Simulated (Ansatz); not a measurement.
# KLuSeS (built on the sites of a database entry of KLuS2): relaxing the cell for a phonon run

Wanted: the relaxed cell of KLuSeS (built on the sites of a database entry of KLuS2).

Calculated with Ansatz 0.2.0; DFT PBEsol, scalar-relativistic, plane waves, PAW.

The structure was built from a prototype and need not be the compound's stable phase.

## Step 1: The starting structure

The structure is trigonal, space group R3m (No. 160). Conventional cell: a = 3.983 Å, b = 3.983 Å, c = 22.062 Å, α = 90.00°, β = 90.00°, γ = 120.00°. Nearest to K lie 3 S at 3.18 Å and 3 Se at 3.18 Å. Lu has 3 Se at 2.73 Å and 3 S at 2.73 Å nearest. S has 3 Lu at 2.73 Å and 3 K at 3.18 Å nearest. Nearest to Se lie 3 Lu at 2.73 Å and 3 K at 3.18 Å. Farther neighbours and most contacts between anions are not listed.

## Step 2: A coarse first look

A quick single point on a coarse mesh tells whether the cell has a gap and how far it is from rest, which sets the k mesh and smearing that follow.

input.yaml reads:

```yaml
crystal:
  lattice:
    - [1.99173, 1.14993, 7.35396]
    - [-1.99173, 1.14993, 7.35396]
    - [0.0, -2.29985, 7.35396]
  atoms:
    - { symbol: K, position: [0.0, 0.0, 0.0] }
    - { symbol: Lu, position: [0.5, 0.5, 0.5] }
    - { symbol: S, position: [0.23369, 0.23369, 0.23369] }
    - { symbol: Se, position: [0.76631, 0.76631, 0.76631] }
kpoints:
  mp_grid: { grid: [6, 6, 6] }
hamiltonian:
  xc: pbesol
scf:
  occupations: { method: gaussian, width: 0.1 }
output:
  forces: true
  stress: true
  eigenvalues: true
```

Command:

```bash
$ ansatz run input.yaml --threads 8 --pin off --max-ram 14336MiB --backend cpu --events-out ev --progress --plain --runs-dir out
```

Numbers of over 12 decimals in the logs are rounded to 6 here.

The program printed:

```text
[...]
k-point 0: bands = [... 24 lower, 6.0004, 7.4411, 7.8304, 7.8304, 11.0265, 11.1984, 11.1984, 11.2123, ... 1 higher]
  k-point 1: bands = [... 24 lower, 6.0895, 6.5954, 7.4510, 7.4628, 10.8514, 11.4975, 11.7835, 12.2876, ... 1 higher]
  k-point 2: bands = [... 24 lower, 5.7229, 6.2124, 6.9478, 6.9790, 10.3675, 12.4866, 12.5785, 12.6666, ... 1 higher]
  k-point 31: bands = [... 24 lower, 6.0514, 6.4803, 7.7047, 7.7047, 11.2020, 11.2664, 11.2664, 12.2652, ... 1 higher]
[key lines of the parts left out:]
SCF converged after 8 iterations
Free energy (F): -22443.723792 eV
Fermi energy:    8.790000 eV
P = ⅓ Tr σ = 0.6806 GPa (6.806 kbar)
```

The job ended after 1.6 s (8 threads of Arm Neoverse V2, shared host; peak memory 0.49 GiB; 11 s of CPU time).

This step gave:

- pressure: 0.6806 GPa
- gap on the k-mesh: 1.921 eV
- volume per atom: 25.26 Å³
- direct gap on mesh: 2.859 eV

The coarse mesh shows a gap of 1.92 eV and a pressure of 0.7 GPa.

## Step 3: Rough relaxation

A rough relaxation comes first, because large forces or stress need no tight tolerances yet.

Changes to input.yaml since step 2:

```diff
@@ -20 +20,6 @@
   eigenvalues: true
+relax:
+  adjacent_minimum: "off"
+  f_tol: 0.05
+  max_steps: 80
+  cell: { stress_tol: 0.5 }
```

The program printed:

```text
[...]
Crystal: 4 atoms, lattice volume = 101.059 Å³
Basis set: ecut = 420 eV, 1987 PW (Γ), FFT grids on a1−a3, a2−a3, a3, exchange–correlation on 54×54×108 points (8 copies of the dense FFT grid, shifted against one another)
Bands: 34, of which v1, the nominal top of the filled ones, is band 28 counted from 1 (27 counted from 0)
Symmetry: 6 space group operations
[...]
cell:  # Å, volume = 101.9467 Å³
    - [2.000511, 1.154997, 7.353611]
    - [-2.000511, 1.154997, 7.353611]
    - [8.116807924080827e-19, -2.309990, 7.353612]
  atoms:
    - { symbol: K, position: [-0.00227592, -0.00227592, -0.00227592] }
    - { symbol: Lu, position: [0.503510, 0.503510, 0.503510] }
    - { symbol: S, position: [0.233302, 0.233302, 0.233302] }
    - { symbol: Se, position: [0.765464, 0.765464, 0.765464] }
[key lines of the parts left out:]
SCF converged after 5 iterations
Free energy (F): -22443.778178 eV
Fermi energy:    8.731046 eV
P = ⅓ Tr σ = -0.1032 GPa (-1.032 kbar)
```

It took 7.5 s on 8 threads; peak memory 0.56 GiB; 52 s of CPU time.

The steps of the relaxation:

| step | energy less that of the first step (eV) | largest force component (eV/Å) | pressure (GPa) | volume (Å³) |
| --- | --- | --- | --- | --- |
| 1 | 0.0000 | 1.0854 | 0.68 | 101.06 |
| 2 | 0.0801 | 1.6426 | -0.63 | 102.54 |
| 3 | -0.0543 | 0.0362 | -0.10 | 101.95 |
| 4* | -0.0544 | 0.0362 | -0.10 | 101.95 |

Relaxation steps marked * repeat the geometry before them on a plane-wave basis chosen anew for their cell, so energy and pressure can jump there. Relaxation step 2 was tried and not accepted.

Forces are held to the 6 operations that the run works with; a distortion that breaks them can't arise in this run.

```
conventional cell, symmetrised  before   after  change
                         a (Å)   3.983   4.001  +0.4 %
                         b (Å)   3.983   4.001  +0.4 %
                         c (Å)  22.062  22.061  -0.0 %
              volume (Å³/atom)   25.26   25.49  +0.9 %
```

The atoms that moved most (Å, as changes of fractional coordinates times the final cell):

```csv
atom,dx,dy,dz,length
Lu2,0.000,0.000,0.077,0.077
K1,0.000,0.000,-0.050,0.050
Se4,0.000,0.000,-0.019,0.019
S3,0.000,0.000,-0.009,0.009
```

Final coordinates:

```xyz
4
Lattice="2.0005 1.1550 7.3536 -2.0005 1.1550 7.3536 0.0000 -2.3100 7.3536" Properties=species:S:1:pos:R:3 pbc="T T T"
K     0.0000    0.0000   -0.0502
Lu    0.0000    0.0000   11.1078
S     0.0000    0.0000    5.1468
Se    0.0000    0.0000   16.8868
```

Numbers from this step:

```yaml
pressure: -0.1032 GPa
gap_on_the_k_mesh: 1.860 eV
volume_per_atom: 25.49 Å³
direct_gap_on_mesh: 2.767 eV
```

In this step the volume went from 25.26 to 25.49 Å³/atom.

## Step 4: Bringing the structure to rest

Harmonic phonons are second derivatives at a point where the forces vanish, and they are wanted at zero stress, so atoms and cell are relaxed first.

input.yaml reads:

```yaml
crystal:
  lattice:
    - [2.0005113759, 1.154997448, 7.3536112948]
    - [-2.0005113759, 1.154997448, 7.3536112948]
    - [0.0, -2.3099898962, 7.3536120801]
  atoms:
    - { symbol: K, position: [-0.0022759234, -0.0022759234, -0.0022759234] }
    - { symbol: Lu, position: [0.5035099017, 0.5035099017, 0.5035099017] }
    - { symbol: S, position: [0.2333019773, 0.2333019773, 0.2333019773] }
    - { symbol: Se, position: [0.7654640444, 0.7654640444, 0.7654640444] }
kpoints:
  mp_grid: { grid: [9, 9, 9] }
hamiltonian:
  xc: pbesol
scf:
  occupations: { method: gaussian, width: 0.02 }
output:
  forces: true
  stress: true
  eigenvalues: true
relax:
  adjacent_minimum: "off"
  f_tol: 0.005
  max_steps: 80
  cell: { stress_tol: 0.05 }
```

The program printed:

```text
[...]
Crystal: 4 atoms, lattice volume = 101.947 Å³
Basis set: ecut = 420 eV, 1999 PW (Γ), FFT grids on a1−a3, a2−a3, a3, exchange–correlation on 54×54×108 points (8 copies of the dense FFT grid, shifted against one another)
Bands: 34, of which v1, the nominal top of the filled ones, is band 28 counted from 1 (27 counted from 0)
Symmetry: 6 space group operations
[...]
k-points: 85 of 729 (time reversal used)
[...]
SCF iter   1: F=—  HF=-22443.791439 eV  |F-HF|=—  |Δ(HF+E_count)|=         —  Δρ=4.01e-3  dr2=2.97e-2  ethr=1.77e-3  ⟨swp⟩=7.5  Hψ=14186  notcnv=0  defer=4
[...]
SCF iter   8: F=-22443.781255 eV  HF=-22443.781255 eV  |F-HF|=3.57e-9  |Δ(HF+E_count)|=   8.02e-7  Δρ=5.63e-6  dr2=5.41e-8  ethr=1.79e-10  ⟨swp⟩=12.0  Hψ=22698  notcnv=0
SCF 1 converged in 8 iterations: F = -22443.781255 eV  dr2 = 5.41e-8
[...]
relax step   1: F+E_penalty+E_count = -22443.78125461 eV  Δ(F+E_penalty+E_count) = +0.000e0 eV  max|allowed force component| = 3.380e-2 eV/Å  Δτ_max = 0.0000 Å  P = -0.120 GPa  Ω = 101.947 Å³  (8 SCF iters, dr2 threshold 1.00e-7 eV, accepted)
Crystal: 4 atoms, lattice volume = 101.557 Å³
Basis set: ecut = 420 eV, 1987 PW (Γ), FFT grids on a1−a3, a2−a3, a3, exchange–correlation on 54×54×108 points (8 copies of the dense FFT grid, shifted against one another)
[...]
SCF iter   7: F=-22443.782141 eV  HF=-22443.782141 eV  |F-HF|=1.76e-8  |Δ(HF+E_count)|=   8.74e-8  Δρ=3.82e-6  dr2=2.96e-8  ethr=4.07e-10  ⟨swp⟩=8.8  Hψ=18664  notcnv=0
SCF 2 converged in 7 iterations: F = -22443.782141 eV  dr2 = 2.96e-8
relax step   2: F+E_penalty+E_count = -22443.78214068 eV  Δ(F+E_penalty+E_count) = -8.861e-4 eV  max|allowed force component| = 5.273e-2 eV/Å  Δτ_max = 0.0070 Å  P = +0.019 GPa  Ω = 101.557 Å³  energy of the carried Pulay correction = +4.869e-5 eV  (7 SCF iters, dr2 threshold 2.28e-7 eV, accepted)
Crystal: 4 atoms, lattice volume = 101.638 Å³
[...]
SCF iter   6: F=-22443.782527 eV  HF=-22443.782527 eV  |F-HF|=7.51e-9  |Δ(HF+E_count)|=   5.06e-8  Δρ=6.63e-6  dr2=6.67e-8  ethr=3.10e-10  ⟨swp⟩=8.0  Hψ=18161  notcnv=0
SCF 3 converged in 6 iterations: F = -22443.782527 eV  dr2 = 6.67e-8
relax step   3: F+E_penalty+E_count = -22443.78252697 eV  Δ(F+E_penalty+E_count) = -3.863e-4 eV  max|allowed force component| = 1.348e-2 eV/Å  Δτ_max = 0.0054 Å  P = +0.051 GPa  Ω = 101.638 Å³  energy of the carried Pulay correction = +3.865e-5 eV  (6 SCF iters, dr2 threshold 1.74e-7 eV, accepted)
[...]
relax step   4: F+E_penalty+E_count = -22443.78254184 eV  Δ(F+E_penalty+E_count) = -1.488e-5 eV  max|allowed force component| = 2.077e-3 eV/Å  Δτ_max = 0.0009 Å  P = +0.009 GPa  Ω = 101.701 Å³  energy of the carried Pulay correction = +3.072e-5 eV  (6 SCF iters, dr2 threshold 1.14e-8 eV, accepted)
[...]
SCF iter   6: F=-22443.782513 eV  HF=-22443.782513 eV  |F-HF|=1.46e-11  |Δ(HF+E_count)|=  4.37e-11  Δρ=1.14e-7  dr2=3.13e-11  ethr=1.00e-12  ⟨swp⟩=6.3  Hψ=14425  notcnv=0
SCF 5 converged in 6 iterations: F = -22443.782513 eV  dr2 = 3.13e-11
relax step   5: F+E_penalty+E_count = -22443.78251343 eV  Δ(F+E_penalty+E_count) = +2.841e-5 eV  max|allowed force component| = 2.056e-3 eV/Å  Δτ_max = 0.0000 Å  P = +0.009 GPa  Ω = 101.701 Å³  stress off target by 1.04e-2 GPa  SCF on the basis re-selected at this cell (its energy is not comparable with the rows above)  (6 SCF iters)
basis re-selected at this cell: Δ(F+E_penalty+E_count) = +2.841e-5 eV, ΔP = -0.000 GPa vs the last step (what re-selecting the basis moved, of the pressure what is left beyond the Pulay correction that the steps carried, after the strain that the cell walked since its last selection, with what the two solves' SCF thresholds leave and, on support functions, any second-order correction that the steps lacked; it is no m [...]
SCF converged after 6 iterations
Free energy (F): -22443.782513 eV
[...]
Internal energy: -22443.782513 eV  (E = F + TS)
E sigma→0 (E₀):  -22443.782513 eV
Fermi energy:    8.783663 eV
[...]
--- Forces (eV/Å), atoms counted from 1 ---
  atom   1  K     -0.00000000    -0.00000000    -0.00172188
  atom   2  Lu     0.00000000    -0.00000000    -0.00201173
  atom   3  S      0.00000000     0.00000000     0.00167837
  atom   4  Se    -0.00000000     0.00000000     0.00205681
  max |Σ_I F_I| component: 1.57e-6 eV/Å
--- Stress (GPa, compression-positive) ---
        0.008803       0.000000       0.000000
        0.000000       0.008803       0.000000
        0.000000       0.000000       0.010365
  P = ⅓ Tr σ = 0.0093 GPa (0.093 kbar)
--- Band table (eV; the first three rows and the last of 85) ---
  k-point 0: bands = [... 24 lower, 5.8841, 7.3367, 7.8548, 7.8548, 10.8906, 11.1334, 11.1334, 11.1412, ... 2 higher]
  k-point 1: bands = [... 24 lower, 5.9201, 7.1378, 7.4090, 7.6669, 10.9503, 11.1547, 11.4242, 11.7173, ... 2 higher]
  k-point 2: bands = [... 24 lower, 5.9947, 6.0919, 7.2738, 7.3035, 10.5964, 11.6670, 12.0234, 12.4325, ... 2 higher]
  k-point 84: bands = [... 24 lower, 5.9544, 6.7674, 7.2277, 7.5868, 10.8649, 11.4545, 11.5805, 12.4018, ... 2 higher]
--- Relaxed structure (4 steps of the walk, 4 accepted, 1 SCFs on fresh bases) ---
[...]
cell:  # Å, volume = 101.7009 Å³
    - [1.992606, 1.150433, 7.394204]
    - [-1.992606, 1.150433, 7.394204]
    - [0, -2.300861, 7.394205]
  atoms:
    - { symbol: K, position: [-0.00229619, -0.00229619, -0.00229619] }
    - { symbol: Lu, position: [0.503404, 0.503404, 0.503404] }
    - { symbol: S, position: [0.233401, 0.233401, 0.233401] }
    - { symbol: Se, position: [0.765492, 0.765492, 0.765492] }
```

Elapsed: 21 s, on 8 threads; peak memory 0.69 GiB.

Step by step:

```
step  energy less that of the first step (eV)  largest force component (eV/Å)  pressure (GPa)  volume (Å³)
   1                                   0.0000                          0.0338           -0.12       101.95
   2                                  -0.0009                          0.0527            0.02       101.56
   3                                  -0.0013                          0.0135            0.05       101.64
   4                                  -0.0013                          0.0021            0.01       101.70
  5*                                  -0.0013                          0.0021            0.01       101.70
```

Relaxation steps marked * repeat the geometry before them on a plane-wave basis chosen anew for their cell, so energy and pressure can jump there.

The run keeps the 6 symmetry operations that it works with, so distortions that break them were not tested.

| conventional cell, symmetrised | before | after | change |
| --- | --- | --- | --- |
| a (Å) | 4.001 | 3.985 | -0.4 % |
| b (Å) | 4.001 | 3.985 | -0.4 % |
| c (Å) | 22.061 | 22.183 | +0.6 % |
| volume (Å³/atom) | 25.49 | 25.43 | -0.2 % |

The relaxed structure:

```cif
data_structure
_symmetry_space_group_name_H-M 'P 1'
_symmetry_Int_Tables_number 1
_cell_length_a 7.7439
_cell_length_b 7.7439
_cell_length_c 7.7439
_cell_angle_alpha 29.821
_cell_angle_beta 29.821
_cell_angle_gamma 29.821
_cell_volume 101.70
loop_
_atom_site_label
_atom_site_type_symbol
_atom_site_fract_x
_atom_site_fract_y
_atom_site_fract_z
_atom_site_occupancy
K1 K 0.99770 0.99770 0.99770 1
Lu2 Lu 0.50340 0.50340 0.50340 1
S3 S 0.23340 0.23340 0.23340 1
Se4 Se 0.76549 0.76549 0.76549 1
```

This step gave:

```
pressure           : 0.009324 GPa
gap on the k-mesh  : 1.858 eV
volume per atom    : 25.43 Å³
direct gap on mesh : 2.753 eV
```

In this step the volume went from 25.49 to 25.43 Å³/atom.

## Step 5: Tight relaxation

Phonons need a cell at rest on their own settings, so the relaxation is repeated with tight tolerances on forces and stress on the k mesh and occupations of the first response run.

input.yaml reads:

```yaml
crystal:
  lattice:
    - [1.9926056953, 1.1504331104, 7.3942038169]
    - [-1.9926056953, 1.1504331104, 7.3942038169]
    - [0.0, -2.3008611934, 7.3942045991]
  atoms:
    - { symbol: K, position: [-0.0022961936, -0.0022961936, -0.0022961936] }
    - { symbol: Lu, position: [0.5034040322, 0.5034040322, 0.5034040322] }
    - { symbol: S, position: [0.2334005359, 0.2334005359, 0.2334005359] }
    - { symbol: Se, position: [0.7654916255, 0.7654916255, 0.7654916255] }
kpoints:
  mp_grid: { grid: [9, 9, 9] }
hamiltonian:
  xc: pbesol
scf:
  occupations: { method: fixed }
output:
  forces: true
  stress: true
  eigenvalues: true
relax:
  adjacent_minimum: "off"
  f_tol: 0.001
  max_steps: 60
  cell: { stress_tol: 0.01 }
```

The program printed:

```text
[...]
Crystal: 4 atoms, lattice volume = 101.701 Å³
Basis set: ecut = 420 eV, 1987 PW (Γ), FFT grids on a1−a3, a2−a3, a3, exchange–correlation on 54×54×108 points (8 copies of the dense FFT grid, shifted against one another)
Bands: 34, of which v1, the nominal top of the filled ones, is band 28 counted from 1 (27 counted from 0)
Symmetry: 6 space group operations
[...]
cell:  # Å, volume = 101.7234 Å³
    - [1.992708, 1.150492, 7.395078]
    - [-1.992708, 1.150492, 7.395078]
    - [0, -2.300979, 7.395079]
  atoms:
    - { symbol: K, position: [-0.00231814, -0.00231814, -0.00231814] }
    - { symbol: Lu, position: [0.503402, 0.503402, 0.503402] }
    - { symbol: S, position: [0.233406, 0.233406, 0.233406] }
    - { symbol: Se, position: [0.765510, 0.765510, 0.765510] }
[key lines of the parts left out:]
SCF converged after 6 iterations
Free energy (F): -22443.782516 eV
Fermi energy:    7.851942 eV
P = ⅓ Tr σ = -0.0003 GPa (-0.003 kbar)
```

It took 19 s on 8 threads; peak memory 0.69 GiB.

Little changed from the start: no atom moved by 0.005 Å and no cell edge by 0.1 %.

Numbers from this step:

```
pressure           : -2.88e-4 GPa
gap on the k-mesh  : 1.859 eV
direct gap on mesh : 2.754 eV
```

The largest force component left is 0.099 meV/Å and the pressure is 0.000 GPa, within the tolerances set. The cell now holds 25.43 Å³/atom.

## Step 6: What came out

```yaml
space_group_after_relaxation_within_0p01_a: R3m
lattice_constant_a: 3.985 Å
lattice_constant_b: 3.985 Å
lattice_constant_c: 22.185 Å
volume_per_atom: 25.4 Å³
gap_on_the_k_mesh: 1.86 eV
```

The largest force component left is 0.099 meV/Å and the pressure is 0.000 GPa, within the tolerances set. The cell now holds 25.43 Å³/atom. The relaxation keeps the symmetry of its start, so it says nothing on stability against lower symmetry. Spin-orbit coupling is left out, which can matter for the heavy elements here. The starting cell was built on a prototype and not taken from a measurement, so the phase need not exist.

[Logs are printed without paths, hosts, clocks, repeated set-up lines and the standing remarks that a program may print on its own settings, such as how far it seeks lower states.]

[Hosts, paths, dates, database ids (printed as entryN), source tags and the programs' standing remarks are cut or masked in the printed files.]
